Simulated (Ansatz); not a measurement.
# Quasiparticle gap of BaSrTi2O6 (perovskite [001] superlattice), part 3 of 4

Wanted: the gap of BaSrTi2O6 (perovskite [001] superlattice) with a many-body correction, and the time that it takes.

Ansatz 0.2.0; PBEsol, then G0W0 on it, plane waves, PAW. Known limits of the many-body steps: finite bands, screening cutoff and k mesh; no spin-orbit coupling in G0W0.

So far. Step 2 (Relaxing the structure): The program's warnings for this run: band table not solved further. Step 3 (The PBEsol band structure): Over mesh and path the gap is 1.848 eV, from k = (0.500, 0.500, 0.000) to k = Γ. The least direct gap found is 2.247 eV, at k = Γ.

### Step 4. One-shot GW

G0W0 replaces the xc potential by a self-energy built once from the orbitals of the start. Levels are corrected in the window of bands that the input names, at points of the mesh.

This step: G0W0 on PBEsol, plane waves, PAW; PAW set soft_1.

File input.yaml:

```yaml
crystal:
  lattice:
    - [3.9230183724, 0.0, 0.0]
    - [0.0, 3.9230183724, 0.0]
    - [0.0, 0.0, 15.891451069]
  atoms:
    - { symbol: Sr, position: [0.0, 0.0, 0.056563162] }
    - { symbol: O, position: [0.5, 0.5, 0.0623640627] }
    - { symbol: Ti, position: [0.5, 0.5, 0.1783899353] }
    - { symbol: O, position: [0.5, 0.0, 0.1855802327] }
    - { symbol: O, position: [0.0, 0.5, 0.1855802327] }
    - { symbol: Sr, position: [0.0, 0.0, 0.3018132738] }
    - { symbol: O, position: [0.5, 0.5, 0.3076801959] }
    - { symbol: Ti, position: [0.5, 0.5, 0.4229808387] }
    - { symbol: O, position: [0.5, 0.0, 0.4288802332] }
    - { symbol: O, position: [0.0, 0.5, 0.4288802332] }
    - { symbol: Ba, position: [0.0, 0.0, 0.5534579145] }
    - { symbol: O, position: [0.5, 0.5, 0.560056261] }
    - { symbol: Ti, position: [0.5, 0.5, 0.677666613] }
    - { symbol: O, position: [0.5, 0.0, 0.6850606824] }
    - { symbol: O, position: [0.0, 0.5, 0.6850606824] }
    - { symbol: Ba, position: [0.0, 0.0, 0.8085657876] }
    - { symbol: O, position: [0.5, 0.5, 0.8147682558] }
    - { symbol: Ti, position: [0.5, 0.5, 0.9331207648] }
    - { symbol: O, position: [0.5, 0.0, 0.9417054133] }
    - { symbol: O, position: [0.0, 0.5, 0.9417054133] }
kpoints:
  mp_grid: { grid: [6, 6, 2] }
hamiltonian:
  xc: pbesol
  pseudopotentials: { kind: paw, azcp: { folder: soft_1 }, xc_functional: pbe }
scf:
  occupations: { method: fixed }
gw:
  n_empty_bands: 823
  ecut_chi: 130.0
  qp_bands: [v4, c4]
  qp_kpoints: band_edges
  screening: { model: contour_deformation }
```

The run is started by

```bash
$ ansatz run input.yaml --threads 3 --pin off --max-ram 92160MiB --backend cuda --events-out ev --progress --plain --runs-dir out --devices 1 --max-vram 13GiB
```

Numbers of over 12 decimals in the logs are rounded to 6 here.

The log of the run:

```text
GPUs: using 1 of 1 available (devices: 1).
[...]
GPU FFT provider: cuFFT
GPU libraries: cuBLAS 13.8.2, cuFFT 12.4.0, cuSOLVER 12.3.4
Crystal: 20 atoms, lattice volume = 244.571 Å³
Basis set: ecut = 420 eV, 4821 PW (Γ)
Bands: 100, of which v1, the nominal top of the filled ones, is band 80 counted from 1 (79 counted from 0)
Symmetry: 8 space group operations
[...]
k-points: 20 of 72
[...]
GPU buffer pool allocated for 78732 grid points (all kernels)
[...]
SCF iter   1: F=—  HF=-35371.762106 eV  |F-HF|=—  |Δ(HF+E_count)|=         —  Δρ=5.52e-2  dr2=1.09e1  ethr=3.10e-3  ⟨swp⟩=4.5  Hψ=6749  notcnv=0  defer=348
[...]
SCF iter  12: F=-35369.787592 eV  HF=-35369.787592 eV  |F-HF|=4.23e-8  |Δ(HF+E_count)|=   5.69e-8  Δρ=5.72e-6  dr2=7.42e-8  ethr=6.25e-11  ⟨swp⟩=14.1  Hψ=10915  notcnv=0
SCF 1 converged in 12 iterations: F = -35369.787592 eV  dr2 = 7.42e-8
[...]
the band table was solved once the SCF had ended and its energy, with any forces and stress, was formed, with the checks that follow a solve (8199 applications of the Hamiltonian). They found nothing against the state; the energy, forces and stress were not computed again (output.eigenvalues in the input reference)
[...]
G₀W₀ screening: q 1/20
[... further progress lines ...]
SCF converged after 12 iterations
Free energy (F): -35369.787592 eV
[...]
Internal energy: -35369.787592 eV  (E = F + TS)
E sigma→0 (E₀):  -35369.787592 eV
Fermi energy:    10.201705 eV
[...]
--- Band table (eV; the first three rows and the last of 20) ---
  k-point 0: bands = [... 76 lower, 9.6287, 9.7581, 9.8025, 9.8025, 12.0495, 12.1172, 12.1305, 12.2248, ... 16 higher]
  k-point 1: bands = [... 76 lower, 9.7086, 9.7086, 9.7799, 9.7799, 12.0603, 12.0848, 12.1578, 12.2192, ... 16 higher]
  k-point 2: bands = [... 76 lower, 9.3794, 9.4245, 9.5699, 9.6951, 12.3380, 12.6151, 12.6506, 12.6631, ... 16 higher]
  k-point 19: bands = [... 76 lower, 10.1298, 10.1392, 10.1665, 10.2007, 14.0649, 14.0649, 14.0945, 14.0945, ... 16 higher]
--- G₀W₀: contour deformation, 7 samples at zero and on the imaginary axis and 2 off it, 72 q-points, 823 empty bands' worth ---
  eigenvalues of the whole cell's RPA ε∞ on this k-mesh (on a slab, of 1 + 4πα/V) = 5.6727, 6.1405, 6.1405; static W/v taken at q = 0 is 0.165572
  bands read: the sum over 903 bands ends inside a degenerate multiplet in 1 slot, whose members it reads at an even weight; the widest, k=18: bands 903 to 904 (counted from 1) at 1/2 each
  gw.qp_kpoints: band_edges: 18 of 20 stored k-points solved, in 1 pass; an edge of the gap read off the rows below is read off those points alone
    valence top: of the k-points left out ik 8 came nearest to being solved in a further pass, in band 79 (counted from 1, as in the quasiparticle table): it holds the edge there only if its correction is more favourable than any solved in that band by at least 0.572 eV; those differ by 0.093 eV
    conduction bottom: of the k-points left out ik 8 came nearest to being solved in a further pass, in band 81 (counted from 1, as in the quasiparticle table): it holds the edge there only if its correction is more favourable than any solved in that band by at least 0.536 eV; those differ by 0.064 eV
    ik  band        ε_KS         Σx   Σc(E_QP)       V_xc       Z   E_QP_lin       E_QP  E_QP is
     0    77      9.6287   -25.8236     4.4138   -21.0360  0.7292     9.2523     9.2550  root
     0    78      9.7581   -26.0996     4.3772   -21.3696  0.7309     9.4029     9.4052  root
     0    79      9.8025   -25.6850     4.2117   -21.1360  0.7310     9.4632     9.4652  root
     0    80      9.8025   -25.6850     4.2117   -21.1360  0.7310     9.4632     9.4652  root
     0    81     12.0495   -12.6333    -6.3933   -20.3116  0.7437    13.3653    13.3345  root
     0    82     12.1172   -12.7602    -6.4873   -20.5543  0.7411    13.4568    13.4241  root
     0    83     12.1305   -12.7083    -6.4973   -20.5143  0.7417    13.4720    13.4392  root
     0    84     12.2248   -12.8480    -6.6169   -20.7989  0.7386    13.5941    13.5589  root
     1    77      9.7086   -25.8078     4.3160   -21.1277  0.7303     9.3421     9.3445  root
     1    78      9.7086   -25.8078     4.3160   -21.1277  0.7303     9.3421     9.3445  root
     1    79      9.7799   -25.7111     4.2637   -21.1065  0.7304     9.4369     9.4390  root
     1    80      9.7799   -25.7111     4.2637   -21.1065  0.7304     9.4369     9.4390  root
     1    81     12.0603   -12.6880    -6.4149   -20.3888  0.7426    13.3773    13.3462  root
     1    82     12.0848   -12.6191    -6.4279   -20.3467  0.7436    13.4162    13.3845  root
     1    83     12.1578   -12.8228    -6.5480   -20.6875  0.7396    13.5082    13.4744  root
     1    84     12.2192   -12.8197    -6.6039   -20.7560  0.7391    13.5866    13.5515  root
     2    77      9.3794   -25.4322     4.4809   -20.5664  0.7222     8.9914     8.9945  root
     2    78      9.4245   -25.3496     4.4687   -20.4978  0.7223     9.0383     9.0414  root
     2    79      9.5699   -25.3635     4.0386   -21.0005  0.7306     9.2436     9.2455  root
     2    80      9.6951   -25.9363     4.3703   -21.2102  0.7305     9.3370     9.3393  root
     2    81     12.3380   -13.1952    -6.0772   -20.5422  0.7414    13.6381    13.6078  root
     2    82     12.6151   -13.6353    -6.2829   -21.1793  0.7308    13.9095    13.8762  root
     2    83     12.6506   -13.6514    -6.3416   -21.2712  0.7302    13.9634    13.9287  root
     2    84     12.6631   -13.5914    -6.3531   -21.2239  0.7309    13.9769    13.9425  root
     3    77      9.4516   -25.3746     4.0684   -20.9687  0.7304     9.1120     9.1141  root
     3    78      9.4905   -25.5670     4.3977   -20.8057  0.7248     9.1244     9.1270  root
     3    79      9.5187   -25.3021     4.0509   -20.9290  0.7299     9.1946     9.1965  root
     3    80      9.5780   -25.6679     4.3970   -20.9148  0.7263     9.2195     9.2219  root
     3    81     12.5440   -13.4895    -6.1161   -20.8691  0.7360    13.8392    13.8075  root
     3    82     12.5719   -13.5440    -6.1826   -20.9878  0.7346    13.8651    13.8331  root
     3    83     12.6733   -13.6863    -6.3617   -21.3326  0.7295    13.9930    13.9579  root
     3    84     12.6857   -13.6929    -6.2704   -21.2354  0.7303    13.9918    13.9578  root
     4    77      9.3990   -25.7470     4.5065   -20.8494  0.7262     9.0048     9.0078  root
     4    78      9.5147   -25.2808     4.6138   -20.2565  0.7205     9.1007     9.1043  root
     4    79      9.5291   -25.4192     4.5814   -20.4386  0.7222     9.1266     9.1299  root
     4    80      9.8047   -25.4618     4.6710   -20.3800  0.7215     9.3904     9.3939  root
     4    81     12.4078   -13.2462    -6.2631   -20.8086  0.7382    13.7402    13.7071  root
     4    82     13.2104   -14.1010    -6.5429   -21.9533  0.7192    14.5617    14.5197  root
     4    83     13.2292   -14.0839    -6.5389   -21.9339  0.7197    14.5822    14.5403  root
     4    84     13.5215   -14.4837    -6.7027   -22.4633  0.7079    14.8446    14.7984  root
[...]
18    81     14.0045   -14.7621    -7.0805   -23.1638  0.6963    15.3824    15.3257  root
    18    82     14.0045   -14.7621    -7.0805   -23.1638  0.6963    15.3824    15.3257  root
    18    83     14.2701   -14.6327    -7.3297   -23.2849  0.6904    15.6541    15.5926  root
    18    84     14.2701   -14.6327    -7.3297   -23.2849  0.6904    15.6541    15.5926  root
    19    77     10.1298   -25.7783     4.7069   -20.6887  0.7216     9.7443     9.7472  root
    19    78     10.1392   -25.8239     4.7432   -20.7160  0.7211     9.7719     9.7745  root
    19    79     10.1665   -25.8794     4.7296   -20.7875  0.7216     9.8016     9.8042  root
    19    80     10.2007   -25.9046     4.6996   -20.8198  0.7224     9.8126     9.8155  root
    19    81     14.0649   -14.6884    -7.1711   -23.1745  0.6938    15.4383    15.3799  root
    19    82     14.0649   -14.6884    -7.1711   -23.1745  0.6938    15.4383    15.3799  root
    19    83     14.0945   -14.7794    -7.1133   -23.2209  0.6960    15.4807    15.4227  root
    19    84     14.0945   -14.7794    -7.1133   -23.2209  0.6960    15.4807    15.4227  root
```

Elapsed: 5.9 min, on 1 × NVIDIA H100 80GB HBM3 (shared by 6 runs) with 3 threads of AMD EPYC 7R13 (Zen 3), shared host; peak memory 5.5 GiB.

Numbers from this step:

```
bands summed                                    : 903
RPA ε∞ on this mesh (eigenvalues)               : 5.673, 6.140, 6.140
plane waves in the screening matrix             : 841
q-points in the mesh                            : 72
G0W0 gap over the corrected points              : 3.515 eV
k of the valence top                            : -0.5, -0.5, 0
k of the conduction bottom                      : 0, 0, 0
starting gap on the mesh                        : 1.848 eV
Z at the valence top                            : 0.7224
Z at the conduction bottom                      : 0.7437
least direct G0W0 gap over the corrected points : 3.869 eV
```

Over 18 of 20 irreducible mesh points the G0W0 gap is 3.515 eV, from k = (-0.500, -0.500, 0.000) to k = Γ. The PBEsol gap of this run on the mesh is 1.848 eV. The two states that bound the G0W0 gap lie that far apart at the start, so the correction of the gap is 3.515 − 1.848 = +1.667 eV. The program's warnings for this run: metallic iterate.

Labels follow the order of the start: v1 is the top filled band, c1 the lowest empty one; levels that stay degenerate share a row, the window can cut a multiplet, doubted levels are not marked in this list, bands outside the window were not corrected, and the list may be a part of the corrected levels. Levels before and after the correction, in eV, zero at the valence-band top of each column:

```
           conduction bottom  valence top
Kohn-Sham               1.85         0.00
     G0W0               3.52         0.00
```

```
                         level  occupation  energy (eV)
Kohn-Sham                 Γ v3           2       -0.444
Kohn-Sham              Γ v2-v1           2       -0.399
Kohn-Sham                 Γ c1           0        1.848
Kohn-Sham                 Γ c2           0        1.916
Kohn-Sham                 Γ c3           0        1.929
Kohn-Sham     (-0.5 -0.5 0) v3           2       -0.050
Kohn-Sham     (-0.5 -0.5 0) v2           2       -0.045
Kohn-Sham     (-0.5 -0.5 0) v1           2        0.000
Kohn-Sham  (-0.5 -0.5 0) c1-c2           0        3.803
Kohn-Sham     (-0.5 -0.5 0) c3           0        4.068
     G0W0                 Γ v3           2       -0.414
     G0W0              Γ v2-v1           2       -0.354
     G0W0                 Γ c1           0        3.515
     G0W0                 Γ c2           0        3.605
     G0W0                 Γ c3           0        3.620
     G0W0     (-0.5 -0.5 0) v3           2       -0.024
     G0W0     (-0.5 -0.5 0) v2           2       -0.037
     G0W0     (-0.5 -0.5 0) v1           2        0.000
     G0W0  (-0.5 -0.5 0) c1-c2           0        5.507
     G0W0     (-0.5 -0.5 0) c3           0        5.774
```

The parts of the quasiparticle energy for the two states that bound the G0W0 gap, in eV on the run's own scale (QP = start + Σx + Σc − Vxc, with Σc at the quasiparticle energy):

```
             edge                        k  band   start       Σx      Σc      Vxc      Z      QP
      valence top  (-0.500, -0.500, 0.000)    80  10.202  −25.911   4.701  −20.827  0.722   9.819
conduction bottom                        Γ    81  12.050  −12.633  −6.393  −20.312  0.744  13.335
```

[end of part 3 of 4]

[Paths, hosts, dates, memory and timing lines, banners, echoed tables and standing remarks are left out of the program output.]

[Logs are printed without paths, hosts, clocks, repeated set-up lines and the standing remarks that a program may print on its own settings, such as how far it seeks lower states.]

[Runs of the session that timed out or met a known fault of the program may be left out.]

[Cells called generated may have been cut or substituted from an entry of the Crystallography Open Database or the Materials Project.]

[Hosts, paths, dates, database ids (printed as entryN), source tags and the programs' standing remarks are cut or masked in the printed files.]

[Where an RPA ε∞ is given, it is that of the G0W0 mesh and is not shown converged in it. Names of k-points follow the symmetry that the program found, which can be lower than the space group named. Band edges on a path are those of the sampled points; other points can move an edge, and change direct to indirect where valleys lie close.]

[Hybrid gaps are those of their k-mesh and are not shown converged in it.]
